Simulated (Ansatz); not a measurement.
# Mo2C monolayer: from the cell to its phonons, part 2 of 2

Aim: the vibrations of Mo2C monolayer, their spectra, and whether the structure is stable.

Ansatz 0.2.0; DFT PBEsol, scalar-relativistic, plane waves, PAW.

So far. Step 4 (Relaxing to small forces for the phonons): The largest force component left is 0.046 meV/Å, within the tolerances set.

## (5) The dispersion (continued)

The partial phonon density of states has structure finer than the step of the table below, so its rows give means over 25 cm⁻¹, whole bins alone (the curve runs from -18.8 to 732 cm⁻¹). Peaks (cm⁻¹: height): C 646.7: 0.0676; Mo 179.4: 0.0743, 212.5: 0.0261, 240.8: 0.0511.

Phonopy on the run's constants, 21x21x1 mesh, Gaussian sigma 5.4 cm-1. Interpolated from a 6×6×1 q mesh. The partial phonon density of states by wavenumber; means over each step; values in 1/cm⁻¹/cell:

| wavenumber (cm⁻¹) | C | Mo |
| --- | --- | --- |
| 0 | 1.1e-4 | 0.00163 |
| 25 | 1.9e-4 | 0.00278 |
| 50 | 3.4e-4 | 0.00479 |
| 75 | 5.9e-4 | 0.00852 |
| 100 | 0.00100 | 0.0167 |
| 125 | 0.00130 | 0.0221 |
| 150 | 0.00255 | 0.0440 |
| 175 | 8.1e-4 | 0.0606 |
| 200 | 1.0e-4 | 0.0220 |
| 225 | 1.0e-4 | 0.0237 |
| 250 | 1.2e-4 | 0.0257 |
| 275 | 0 | 7.0e-5 |
| 300 | 0 | 0 |
| 325 | 0 | 0 |
| 350 | 0 | 0 |
| 375 | 0 | 0 |
| 400 | 0 | 0 |
| 425 | 0 | 0 |
| 450 | 0 | 0 |
| 475 | 0 | 0 |
| 500 | 0 | 0 |
| 525 | 0 | 0 |
| 550 | 4.1e-4 | 1.5e-5 |
| 575 | 0.00631 | 2.7e-4 |
| 600 | 0.0142 | 7.0e-4 |
| 625 | 0.0220 | 0.00126 |
| 650 | 0.0476 | 0.00345 |
| 675 | 0.0146 | 1.0e-3 |
| 700 | 0.00771 | 5.4e-4 |

Symmetry leaves 7 wavevectors to solve. The lowest mode among them, the acoustic zeros apart, lies at q = (0, 0.167, 0) and is real, 38.6 cm⁻¹. Between them the interpolated path dips to 10i cm⁻¹.

## (6) Another isotope, element C, natural mass 12.011 amu

An isotope changes the mass and not the force constants, so no new electronic calculation is needed; the shifts show which modes move this element.

The same force constants with the mass of C changed from 12.011 to 13.003 u (phonopy, no LO-TO term). Both lists are sorted by frequency; levels can cross, so a row need not hold one and the same mode. Modes under 3 cm⁻¹ are left out. Isotope shifts, by row:

```csv
q,rank,natural mass (cm⁻¹),changed mass (cm⁻¹)
0 0 0,4,165.4,165.4
0 0 0,5,165.4,165.4
0 0 0,6,221.4,221.4
0 0 0,7,647,623.3
0 0 0,8,647,623.3
0 0 0,9,671.6,647
0 0.1667 0,1,38.57,38.46
0 0.1667 0,2,88.9,88.7
0 0.1667 0,3,91.37,91.19
0 0.1667 0,4,167.4,167.4
0 0.1667 0,5,171.9,171.9
0 0.1667 0,6,237,237
0 0.1667 0,7,610.8,588.2
0 0.1667 0,8,632.1,609
0 0.1667 0,9,654.1,630.5
0 0.3333 0,1,113.9,113.5
0 0.3333 0,2,134.1,133.8
0 0.3333 0,3,136.2,135.9
0 0.3333 0,4,181.2,181.2
0 0.3333 0,5,184.2,184.2
0 0.3333 0,6,241.3,241.2
0 0.3333 0,7,644.8,621.1
0 0.3333 0,8,649.8,626.2
0 0.3333 0,9,658.8,635
0 -0.5 0,1,143.3,143
0 -0.5 0,2,149.6,149.2
0 -0.5 0,3,161.3,160.9
0 -0.5 0,4,180.2,180.2
0 -0.5 0,5,213.2,213.2
0 -0.5 0,6,249.7,249.7
0 -0.5 0,7,648.2,624.5
0 -0.5 0,8,654.4,630.2
0 -0.5 0,9,700.3,674.9
```

A mode of this element alone would shift by -3.89 %. The highest zone-centre frequency without the field goes from 671.6 to 647.0 cm⁻¹ (-3.7 %). The product of the frequency ratios over all optical modes at Γ is 0.894; the product rule, (m/m′)^(3k/2) (M′/M)^(3/2) with k = 1 such atoms and M the mass of the cell, gives 0.894.

## (7) Isotope substitution, element Mo, natural mass 95.95 amu

The same for Mo, from 95.95 to 99.91 u.

The same force constants with the mass of Mo changed from 95.950 to 99.907 u (phonopy, no LO-TO term). Both lists are sorted by frequency; levels can cross, so a row need not hold one and the same mode. Modes under 3 cm⁻¹ are left out. Isotope shifts, by row:

```
         q  rank  natural mass (cm⁻¹)  changed mass (cm⁻¹)
     0 0 0     4                165.4                162.1
     0 0 0     5                165.4                162.1
     0 0 0     6                221.4                  217
     0 0 0     7                  647                646.2
     0 0 0     8                  647                646.2
     0 0 0     9                671.6                670.8
0 0.1667 0     1                38.57                37.85
0 0.1667 0     2                 88.9                87.22
0 0.1667 0     3                91.37                89.63
0 0.1667 0     4                167.4                164.1
0 0.1667 0     5                171.9                168.5
0 0.1667 0     6                  237                232.3
0 0.1667 0     7                610.8                610.2
0 0.1667 0     8                632.1                631.4
0 0.1667 0     9                654.1                653.2
0 0.3333 0     1                113.9                111.8
0 0.3333 0     2                134.1                131.6
0 0.3333 0     3                136.2                133.7
0 0.3333 0     4                181.2                177.6
0 0.3333 0     5                184.2                180.5
0 0.3333 0     6                241.3                236.5
0 0.3333 0     7                644.8                  644
0 0.3333 0     8                649.8                  649
0 0.3333 0     9                658.8                657.9
  0 -0.5 0     1                143.3                140.5
  0 -0.5 0     2                149.6                146.8
  0 -0.5 0     3                161.3                158.3
  0 -0.5 0     4                180.2                176.6
  0 -0.5 0     5                213.2                  209
  0 -0.5 0     6                249.7                244.7
  0 -0.5 0     7                648.2                647.5
  0 -0.5 0     8                654.4                653.8
  0 -0.5 0     9                700.3                699.4
```

A mode of this element alone would shift by -2.00 %. The highest zone-centre frequency without the field goes from 671.6 to 670.8 cm⁻¹ (-0.1 %). The product of the frequency ratios over all optical modes at Γ is 0.938; the product rule, (m/m′)^(3k/2) (M′/M)^(3/2) with k = 2 such atoms and M the mass of the cell, gives 0.938.

## (8) Summary of results

```yaml
space_group_after_relaxation_within_0p01_a: P-3m1
area_per_atom: 2.52 Å²
electronic_character: no gap on this mesh
highest_optical_mode_at_the_zone_centre_no_lo_to_term: 672 cm⁻¹
lowest_optical_zone_centre_mode: 165 cm⁻¹
lowest_mode_on_the_q_mesh_acoustic_modes_at_gamma_apart: 38.6 cm⁻¹
highest_frequency_on_the_path_or_at_a_solved_wavevector: 701 cm⁻¹
imaginary_modes_on_the_6x6x1_q_mesh: none
```

No mode is imaginary at the 7 irreducible wavevectors solved, but between them the interpolated path dips to 9.7i cm⁻¹, so stability is not settled. The optical modes at Γ span 165 to 672 cm⁻¹. With no gap, or one that is small against the smearing, the frequencies hang on the k mesh and the smearing, most of all near Kohn anomalies. In a sheet or slab the interpolated bending branch near Γ is rough, since the rotational sum rule isn't imposed. A phonon run warned that its eigensolver left some bands unconverged in a pass. The starting cell was built on a prototype and not taken from a measurement. These are harmonic frequencies at zero temperature: anharmonic shifts, linewidths and thermal expansion are left out.

[Logs are printed without paths, hosts, clocks, repeated set-up lines and the standing remarks that a program may print on its own settings, such as how far it seeks lower states.]

[Hosts, paths, dates, database ids (printed as entryN), source tags and the programs' standing remarks are cut or masked in the printed files.]
